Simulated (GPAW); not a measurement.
**Work function of Li/Cu(110) at several levels**

How far do functional and basis move the work function of Li/Cu(110)?

Method: GPAW, PAW setups; slab in vacuum, relaxation, in the first sound run; inputs show where later runs differ, in GPAW 26.7.0.

This is a report of a sequence of runs, with most program output left out.

### 1. The structure

The cell holds 6 atoms: 5 Cu and 1 Li. Its edges and angles: a = 3.610 Å, b = 2.553 Å, c = 21.519 Å, α = 90.0°, β = 90.0°, γ = 90.0°. Vacuum lies along c.

### 2. Relaxation

Forces are removed first; all later runs use this geometry. The lowest 3 atoms are held at bulk positions and keep their forces.

run.py

```python
import json
import numpy as np
from ase import Atoms
from ase.constraints import FixAtoms
from ase.optimize import BFGS
from gpaw import GPAW, PW

slab = Atoms(
    ['Cu', 'Cu', 'Cu', 'Cu', 'Cu', 'Li'],
    positions=[
        [0.00000, 0.00000, 7.00000],
        [1.80500, 1.27633, 8.27633],
        [0.00000, 0.00000, 9.55266],
        [1.80500, 1.27633, 10.82898],
        [0.00000, 0.00000, 12.10531],
        [0.00000, 1.27633, 14.51858]],
    cell=[[3.61, 0.0, 0.0], [0.0, 2.55266, 0.0], [0.0, 0.0, 21.51858]],
    pbc=[True, True, False])

slab.calc = GPAW(mode=PW(400), xc='PBE', kpts={'size': (9, 12, 1), 'gamma': True},
                 occupations={'name': 'fermi-dirac', 'width': 0.1}, nbands='300%',
                 convergence={'density': 1e-05}, maxiter=200,
                 poissonsolver={'dipolelayer': 'xy'},
                 symmetry={'tolerance': 1e-3, 'extra_ids': [1, 1, 1, 0, 0, 0]}, txt='slab.txt')
result = {}
slab.set_constraint(FixAtoms([0, 1, 2]))
path = []
opt = BFGS(slab, maxstep=0.2)
opt.attach(lambda: path.append((slab.get_potential_energy(), slab.positions.tolist(), slab.get_forces().tolist())))
result['relaxed'] = bool(opt.run(fmax=0.03, steps=40))
result['path'] = path
energy = slab.get_potential_energy()
fermi = slab.calc.get_fermi_level()
v = slab.calc.get_electrostatic_potential().mean((0, 1)) - fermi
n = slab.calc.get_pseudo_density().mean((0, 1))
L = slab.cell[2, 2]
z = np.arange(len(v)) * L / len(v)
low, high = slab.positions[:, 2].min(), slab.positions[:, 2].max()
below, above = np.interp([low - 4.8, high + 4.8], z, v)
slopes = [np.interp(x, z, np.gradient(v, z)) for x in (low - 4.8, high + 4.8)]
eps = np.array([[slab.calc.get_eigenvalues(k, s) for k in range(len(slab.calc.get_ibz_k_points()))]
                for s in range(slab.calc.get_number_of_spins())]) - fermi
top, bottom = eps[eps < 0].max(), eps[eps > 0].min()
dipole = slab.get_dipole_moment()[2]
print(f'energy {energy:.4f} eV, Fermi level {fermi:.4f} eV, dipole {dipole:.5f} e A')
print(f'potential 4.8 A off the faces, from the Fermi level: lower {below:.4f} eV, upper {above:.4f} eV')
print(f'slope of the potential there: lower {slopes[0]:.5f}, upper {slopes[1]:.5f} eV/A')
print(f'nearest levels on the mesh: {top:.4f} and {bottom:.4f} eV')
print('magnetic moment', round(slab.get_magnetic_moment(), 3))
result.update(energy=energy, fermi=fermi, dipole=dipole, below=below, above=above, slopes=slopes, edges=[top, bottom],
              z=z.tolist(), v=v.tolist(), n=n.tolist(), positions=slab.positions.tolist(),
              forces=slab.get_forces(apply_constraint=False).tolist(), moments=slab.get_magnetic_moments().tolist())
json.dump(result, open('result.json', 'w'))
```

On the command line:

```console
> OMP_NUM_THREADS=1 OPENBLAS_NUM_THREADS=1 python run.py
```

Elapsed: 41 min, on 1 thread of Arm Neoverse V2, shared host; peak memory 0.37 GiB.

Relaxation path:

```csv
step,energy less that of the first step (eV),largest force (eV/Å)
1,0.0000,0.3151
2,-0.0032,0.3072
3,-0.0379,0.1127
4,-0.0382,0.1139
5,-0.0445,0.0889
6,-0.0470,0.1054
7,-0.0480,0.1259
8,-0.0486,0.1259
9,-0.0496,0.0968
10,-0.0503,0.0394
11,-0.0504,0.0072
```

The atoms that moved most (Å):

```csv
atom,dx,dy,dz,length
Li6,0.000,0.000,-0.242,0.242
Cu4,0.000,0.000,0.059,0.059
Cu5,0.000,0.000,-0.012,0.012
```

Final coordinates:

```xyz
6
Lattice="3.6100 0.0000 0.0000 0.0000 2.5527 0.0000 0.0000 0.0000 21.5186" Properties=species:S:1:pos:R:3
Cu    0.0000    0.0000    7.0000
Cu    1.8050    1.2763    8.2763
Cu    0.0000    0.0000    9.5527
Cu    1.8050    1.2763   10.8883
Cu    0.0000    0.0000   12.0930
Li    0.0000    1.2763   14.2766
```

Numbers from this step:

```yaml
dipole_along_the_normal: 0.04301 e·Å
levels_nearest_the_fermi_level_on_the_mesh: -0.01793, 0.01477 eV from the Fermi level
upper_work_function: 3.418 eV
lower_work_function: 4.261 eV
```

The electrostatic potential energy of an electron (without an applied field's), less the Fermi level, planar mean oscillates, so the rows of the table below give means over windows of 1.29 Å about each position, cut where the curve ends. Its maxima inside the range that stand out by 2 % of the span (Å: eV): 0.4: 4.26, 7.6: -5.04, 8.9: -5.30, 10.2: -4.52, 11.5: -6.23, 13.2: 1.95. Its minima: 7.0: -10.5, 8.3: -11.2, 9.6: -11.1, 10.9: -11.2, 12.1: -10.8, 14.3: -3.10.

Table of electrostatic potential energy of an electron (without an applied field's), less the Fermi level, planar mean by z; means over each step:

```csv
z (Å),"electrostatic potential energy of an electron (without an applied field's), less the Fermi level, planar mean (eV)"
0.65,4.20
1.94,4.26
3.23,4.26
4.52,4.19
5.80,2.42
7.10,-7.19
8.38,-8.07
9.68,-7.87
10.96,-8.32
12.25,-6.45
13.54,0.366
14.84,-0.859
16.12,2.73
17.41,3.36
18.71,3.42
20.00,3.42
21.29,3.47
```

The pseudo valence density, planar mean oscillates, so the rows of the table below give means over windows of 1.18 Å about each position, cut where the curve ends. Its maxima inside the range that stand out by 2 % of the span (Å: e/Å³): 7.1: 1.44, 8.2: 1.46, 9.5: 1.49, 11.0: 1.49, 12.1: 1.52. Its minima: 7.5: 0.494, 8.8: 0.484, 10.1: 0.451, 11.4: 0.541.

Table of pseudo valence density, planar mean by z; means over each step:

```csv
z (Å),"pseudo valence density, planar mean (e/Å³)"
2.95,5.1e-5
4.13,9.0e-4
5.31,0.0185
6.49,0.592
7.67,0.887
8.85,0.896
10.03,0.865
11.21,0.971
12.39,0.803
13.57,0.0734
14.75,0.0291
15.93,0.0125
17.11,0.00218
18.29,2.5e-4
19.47,2.4e-5
```

The relaxation lowered the energy of the cell by 0.0504 eV (energies extrapolated to zero smearing; the optimiser's log prints free energies). The largest force left on a free atom is 0.0072 eV/Å.

### 3. The slab's potential

With the geometry fixed, the planar mean of the potential gives the vacuum level on each side.

This step: GPAW, PAW setups; slab in vacuum (GPAW 26.7.0).

Changes to run.py since step 2:

```diff
@@ -3,4 +3,2 @@
 from ase import Atoms
-from ase.constraints import FixAtoms
-from ase.optimize import BFGS
 from gpaw import GPAW, PW
@@ -13,5 +11,5 @@
         [0.00000, 0.00000, 9.55266],
-        [1.80500, 1.27633, 10.82898],
-        [0.00000, 0.00000, 12.10531],
-        [0.00000, 1.27633, 14.51858]],
+        [1.80500, 1.27633, 10.88828],
+        [0.00000, 0.00000, 12.09304],
+        [-0.00000, 1.27633, 14.27660]],
     cell=[[3.61, 0.0, 0.0], [0.0, 2.55266, 0.0], [0.0, 0.0, 21.51858]],
@@ -23,10 +21,4 @@
                  poissonsolver={'dipolelayer': 'xy'},
-                 symmetry={'tolerance': 1e-3, 'extra_ids': [1, 1, 1, 0, 0, 0]}, txt='slab.txt')
+                 symmetry={'tolerance': 1e-3}, txt='slab.txt')
 result = {}
-slab.set_constraint(FixAtoms([0, 1, 2]))
-path = []
-opt = BFGS(slab, maxstep=0.2)
-opt.attach(lambda: path.append((slab.get_potential_energy(), slab.positions.tolist(), slab.get_forces().tolist())))
-result['relaxed'] = bool(opt.run(fmax=0.03, steps=40))
-result['path'] = path
 energy = slab.get_potential_energy()
```

It took 5.8 min on 1 thread; peak memory 0.36 GiB.

This step gave:

```
dipole along the normal : 0.04282 e·Å
```

The electrostatic potential energy of an electron (without an applied field's), less the Fermi level, planar mean oscillates, so the rows of the table below give means over windows of 1.29 Å about each position, cut where the curve ends. Its maxima inside the range that stand out by 2 % of the span (Å: eV): 0.8: 4.26, 7.6: -5.04, 8.9: -5.30, 10.2: -4.52, 11.5: -6.23, 13.2: 1.95. Its minima: 7.0: -10.5, 8.3: -11.2, 9.6: -11.1, 10.9: -11.2, 12.1: -10.8, 14.3: -3.10.

Table of electrostatic potential energy of an electron (without an applied field's), less the Fermi level, planar mean by z; means over each step:

z (Å), electrostatic potential energy of an electron (without an applied field's), less the Fermi level, planar mean (eV) and a bar from the least value:
```
     0.65        4.2 ##############################
     1.94        4.3 ##############################
     3.23        4.3 ##############################
     4.52        4.2 ##############################
     5.80        2.4 ##########################
     7.10       -7.2 ###
     8.38       -8.1 #
     9.68       -7.9 #
    10.96       -8.3 
    12.25       -6.4 ####
    13.54        0.4 #####################
    14.84       -0.9 ##################
    16.12        2.7 ##########################
    17.41        3.4 ############################
    18.71        3.4 ############################
    20.00        3.4 ############################
    21.29        3.5 ############################
```

Table of pseudo valence density, planar mean by z:

z (Å), pseudo valence density, planar mean (e/Å³) and a bar:
```
     0.00       0.00 
     0.65       0.00 
     1.08       0.00 
     1.72       0.00 
     2.37       0.00 
     2.80       0.00 
     3.44       0.00 
     4.09       0.00 
     4.52       0.00 
     5.16       0.01 
     5.81       0.04 #
     6.24       0.15 ###
     6.89       1.39 ###########################
     7.53       0.49 ##########
     7.96       0.87 #################
     8.61       0.82 ################
     9.25       0.91 ##################
     9.68       1.39 ###########################
    10.33       0.45 #########
    10.97       1.49 #############################
    11.62       0.58 ###########
    12.05       1.52 ##############################
    12.70       0.28 #####
    13.34       0.08 ##
    13.77       0.06 #
    14.42       0.03 #
    15.06       0.03 #
    15.49       0.02 
    16.14       0.01 
    16.78       0.00 
    17.21       0.00 
    17.86       0.00 
    18.51       0.00 
    18.94       0.00 
    19.58       0.00 
    20.23       0.00 
    20.66       0.00 
    21.30       0.00
```

Force by atom:

```csv
atom,x (eV/Å),y (eV/Å),z (eV/Å),size
Cu1,0.000,0.000,0.283,0.283
Cu2,0.000,0.000,-0.334,0.334
Cu3,0.000,0.000,0.057,0.057
Cu4,0.000,0.000,-0.008,0.008
Cu5,0.000,0.000,-0.004,0.004
Li6,0.000,0.000,0.007,0.007
```

The potential is flat to 0.004 eV/Å where it is read, so the vacuum is wide enough.

### 4. Self-consistent run: xc = "revPBE"

The same geometry under revPBE, to see how far the functional moves the levels against the vacuum.

Changes to run.py since step 3:

```diff
@@ -17,3 +17,3 @@
 
-slab.calc = GPAW(mode=PW(400), xc='PBE', kpts={'size': (9, 12, 1), 'gamma': True},
+slab.calc = GPAW(mode=PW(400), xc='revPBE', kpts={'size': (9, 12, 1), 'gamma': True},
                  occupations={'name': 'fermi-dirac', 'width': 0.1}, nbands='300%',
```

Run time: 5.7 min. Hardware: 1 thread; peak memory 0.36 GiB.

This step gave:

| Property | Result |
| --- | --- |
| dipole along the normal | 0.03684 e·Å |
| levels nearest the Fermi level on the mesh | -0.02033, 0.01797 eV from the Fermi level |
| upper work function | 3.376 eV |
| lower work function | 4.102 eV |

The electrostatic potential energy of an electron (without an applied field's), less the Fermi level, planar mean oscillates, so the rows of the table below give means over windows of 1.29 Å about each position, cut where the curve ends. Its maxima inside the range that stand out by 2 % of the span (Å: eV): 0.9: 4.10, 7.6: -5.16, 8.9: -5.41, 10.2: -4.63, 11.5: -6.34, 13.2: 1.84. Its minima: 7.0: -10.6, 8.3: -11.3, 9.6: -11.2, 10.9: -11.3, 12.1: -10.9, 14.3: -3.19.

Table of electrostatic potential energy of an electron (without an applied field's), less the Fermi level, planar mean by z; means over each step:

```csv
z (Å),"electrostatic potential energy of an electron (without an applied field's), less the Fermi level, planar mean (eV)"
0.65,4.05
1.94,4.10
3.23,4.10
4.52,4.03
5.80,2.27
7.10,-7.30
8.38,-8.18
9.68,-7.98
10.96,-8.42
12.25,-6.55
13.54,0.259
14.84,-0.923
16.12,2.70
17.41,3.31
18.71,3.37
20.00,3.38
21.29,3.42
```

The pseudo valence density, planar mean by z:

```csv
z (Å),"pseudo valence density, planar mean (e/Å³)"
0.00,0
0.65,0
1.08,0
1.72,2.1e-6
2.37,9.3e-6
2.80,2.5e-5
3.44,1.2e-4
4.09,5.7e-4
4.52,0.00162
5.16,0.00813
5.81,0.0432
6.24,0.154
6.89,1.39
7.53,0.493
7.96,0.870
8.61,0.824
9.25,0.908
9.68,1.39
10.33,0.453
10.97,1.50
11.62,0.576
12.05,1.52
12.70,0.277
13.34,0.0819
13.77,0.0563
14.42,0.0264
15.06,0.0282
15.49,0.0194
16.14,0.00903
16.78,0.00317
17.21,0.00146
17.86,4.3e-4
18.51,1.3e-4
18.94,5.5e-5
19.58,1.4e-5
20.23,4.6e-6
20.66,2.3e-6
21.30,0
```

Force by atom:

```csv
atom,x (eV/Å),y (eV/Å),z (eV/Å),size
Cu1,0.000,0.000,0.093,0.093
Cu2,0.000,0.000,-0.368,0.368
Cu3,0.000,0.000,0.061,0.061
Cu4,0.000,0.000,0.019,0.019
Cu5,0.000,0.000,0.097,0.097
Li6,0.000,0.000,0.099,0.099
```

The upper face's work function is 3.376 eV, against 3.418 eV in the first plane-wave PBE run at this geometry.

### 5. Self-consistent run: xc = "vdW-DF2"

The same geometry under vdW-DF2, to see how far the functional moves the levels against the vacuum (the van der Waals functionals take revPBE setups).

Changes to run.py since step 4:

```diff
@@ -17,3 +17,3 @@
 
-slab.calc = GPAW(mode=PW(400), xc='revPBE', kpts={'size': (9, 12, 1), 'gamma': True},
+slab.calc = GPAW(mode=PW(400), xc='vdW-DF2', kpts={'size': (9, 12, 1), 'gamma': True},
                  occupations={'name': 'fermi-dirac', 'width': 0.1}, nbands='300%',
```

It took 12 min on 1 thread; peak memory 0.48 GiB.

Numbers from this step:

```yaml
dipole_along_the_normal: 0.05789 e·Å
levels_nearest_the_fermi_level_on_the_mesh: -0.007927, 0.002664 eV from the Fermi level
upper_work_function: 3.544 eV
lower_work_function: 4.683 eV
```

The upper face's work function is 3.544 eV, against 3.418 eV in the first plane-wave PBE run at this geometry.

### 6. Self-consistent run: xc = "LDA"

The same geometry under LDA, to see how far the functional moves the levels against the vacuum.

Changes to run.py since step 5:

```diff
@@ -17,3 +17,3 @@
 
-slab.calc = GPAW(mode=PW(400), xc='vdW-DF2', kpts={'size': (9, 12, 1), 'gamma': True},
+slab.calc = GPAW(mode=PW(400), xc='LDA', kpts={'size': (9, 12, 1), 'gamma': True},
                  occupations={'name': 'fermi-dirac', 'width': 0.1}, nbands='300%',
```

Wall time 5.9 min (1 thread); peak memory 0.36 GiB.

Numbers from this step:

```
dipole along the normal                    : 0.05741 e·Å
levels nearest the Fermi level on the mesh : -0.01200, 2.81e-4 eV from the Fermi level
upper work function                        : 3.485 eV
lower work function                        : 4.614 eV
```

The upper face's work function is 3.485 eV, against 3.418 eV in the first plane-wave PBE run at this geometry.

### 7. Self-consistent run: xc = "RPBE"

The same geometry under RPBE, to see how far the functional moves the levels against the vacuum.

Changes to run.py since step 6:

```diff
@@ -17,3 +17,3 @@
 
-slab.calc = GPAW(mode=PW(400), xc='LDA', kpts={'size': (9, 12, 1), 'gamma': True},
+slab.calc = GPAW(mode=PW(400), xc='RPBE', kpts={'size': (9, 12, 1), 'gamma': True},
                  occupations={'name': 'fermi-dirac', 'width': 0.1}, nbands='300%',
```

Wall time 5.7 min (1 thread); peak memory 0.36 GiB.

Numbers from this step:

- dipole along the normal: 0.03542 e·Å
- levels nearest the Fermi level on the mesh: -0.02017, 0.01959 eV from the Fermi level
- upper work function: 3.384 eV
- lower work function: 4.081 eV

The electrostatic potential energy of an electron (without an applied field's), less the Fermi level, planar mean oscillates, so the rows of the table below give means over windows of 1.29 Å about each position, cut where the curve ends. Its maxima inside the range that stand out by 2 % of the span (Å: eV): 0.4: 4.08, 7.6: -5.20, 8.9: -5.46, 10.2: -4.67, 11.5: -6.38, 13.2: 1.82. Its minima: 7.0: -10.7, 8.3: -11.3, 9.6: -11.2, 10.9: -11.4, 12.1: -11.0, 14.3: -3.18.

Electrostatic potential energy of an electron (without an applied field's), less the Fermi level, planar mean against z; means over each step:

```csv
z (Å),"electrostatic potential energy of an electron (without an applied field's), less the Fermi level, planar mean (eV)"
0.65,4.03
1.94,4.08
3.23,4.08
4.52,4.00
5.80,2.23
7.10,-7.34
8.38,-8.22
9.68,-8.02
10.96,-8.46
12.25,-6.59
13.54,0.246
14.84,-0.910
16.12,2.71
17.41,3.32
18.71,3.38
20.00,3.39
21.29,3.43
```

The upper face's work function is 3.384 eV, against 3.418 eV in the first plane-wave PBE run at this geometry.

(Part 1 of 2 ends here.)

[Logs are printed without paths, hosts, clocks, repeated set-up lines and the standing remarks that a program may print on its own settings, such as how far it seeks lower states.]

[Hosts, paths, dates, database ids (printed as entryN), source tags and the programs' standing remarks are cut or masked in the printed files.]
